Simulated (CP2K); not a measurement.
2-methylthiothiazole has these distinct S atoms: S2 (bonded to 2 C) and S7 (bonded to 2 C).

```xyz
12

C    -2.4381    0.4245   -0.1787
S    -1.5961   -0.3631    1.2167
C     0.0488   -0.3042    0.6282
N     0.4278    0.1544   -0.5449
C     1.7949    0.0463   -0.6838
C     2.4690   -0.4961    0.3783
S     1.3552   -0.8955    1.6353
H    -2.2898   -0.1586   -1.0939
H    -3.5013    0.4476    0.0895
H    -2.0609    1.4421   -0.3261
H     2.2585    0.3864   -1.6079
H     3.5320   -0.6840    0.4874
```

Their partial S L₂,₃ spectra (CP2K XAS_TDP, all-electron GAPW, PBEh(45%), aug-cc-pVDZ, TDA, GW2X-corrected core level, ZORA, spin–orbit coupling) are given in random order, each times the number of alike atoms.

Gaussian full width 0.5 eV, oscillator strength per eV, alike atoms added, rows of zeros left out:

| E (eV) | curve 1 | curve 2 |
| --- | --- | --- |
| 166.75 | 0.002 | 0.001 |
| 167.00 | 0.005 | 0.004 |
| 167.25 | 0.004 | 0.006 |
| 167.50 | 0.002 | 0.005 |
| 167.75 | 0.004 | 0.003 |
| 168.00 | 0.014 | 0.003 |
| 168.25 | 0.025 | 0.006 |
| 168.50 | 0.018 | 0.008 |
| 168.75 | 0.004 | 0.010 |
| 169.00 | 0.004 | 0.016 |
| 169.25 | 0.014 | 0.019 |
| 169.50 | 0.018 | 0.007 |
| 169.75 | 0.008 | 0.005 |
| 170.00 | 0.003 | 0.012 |
| 170.25 | 0.003 | 0.018 |
| 170.50 | 0.006 | 0.011 |
| 170.75 | 0.005 | 0.005 |
| 171.00 | 0.003 | 0.006 |
| 171.25 | 0.002 | 0.006 |
| 171.50 | 0.003 | 0.004 |
| 171.75 | 0.005 | 0.003 |
| 172.00 | 0.004 | 0.003 |
| 172.25 | 0.002 | 0.003 |
| 172.50 | 0.001 | 0.003 |
| 172.75 | 0.001 | 0.002 |
| 173.00 | 0.002 | 0.001 |

Which curve belongs to which atom?

Curve 1: S2 (bonded to 2 C), leading line at 168.29 eV (f = 0.003 an atom). Curve 2: S7 (bonded to 2 C), leading line at 168.68 eV (f = 0.004 an atom). The leading line of an atom is its first one with 35 % of the strongest within 2.5 eV of its lowest line over the strength cut. A line lies at the core ionisation energy, which rises as an atom loses charge to its neighbours or to a π system, less the term value, which is large for a low π* or σ* orbital with weight on that atom.

[Banner, clock and machine lines of the logs are left out without a mark of their own.]

[Logs are printed without paths, hosts, clocks, repeated set-up lines and the standing remarks that a program may print on its own settings, such as how far it seeks lower states.]

[Hosts, paths, dates, database ids (printed as entryN), source tags and the programs' standing remarks are cut or masked in the printed files.]
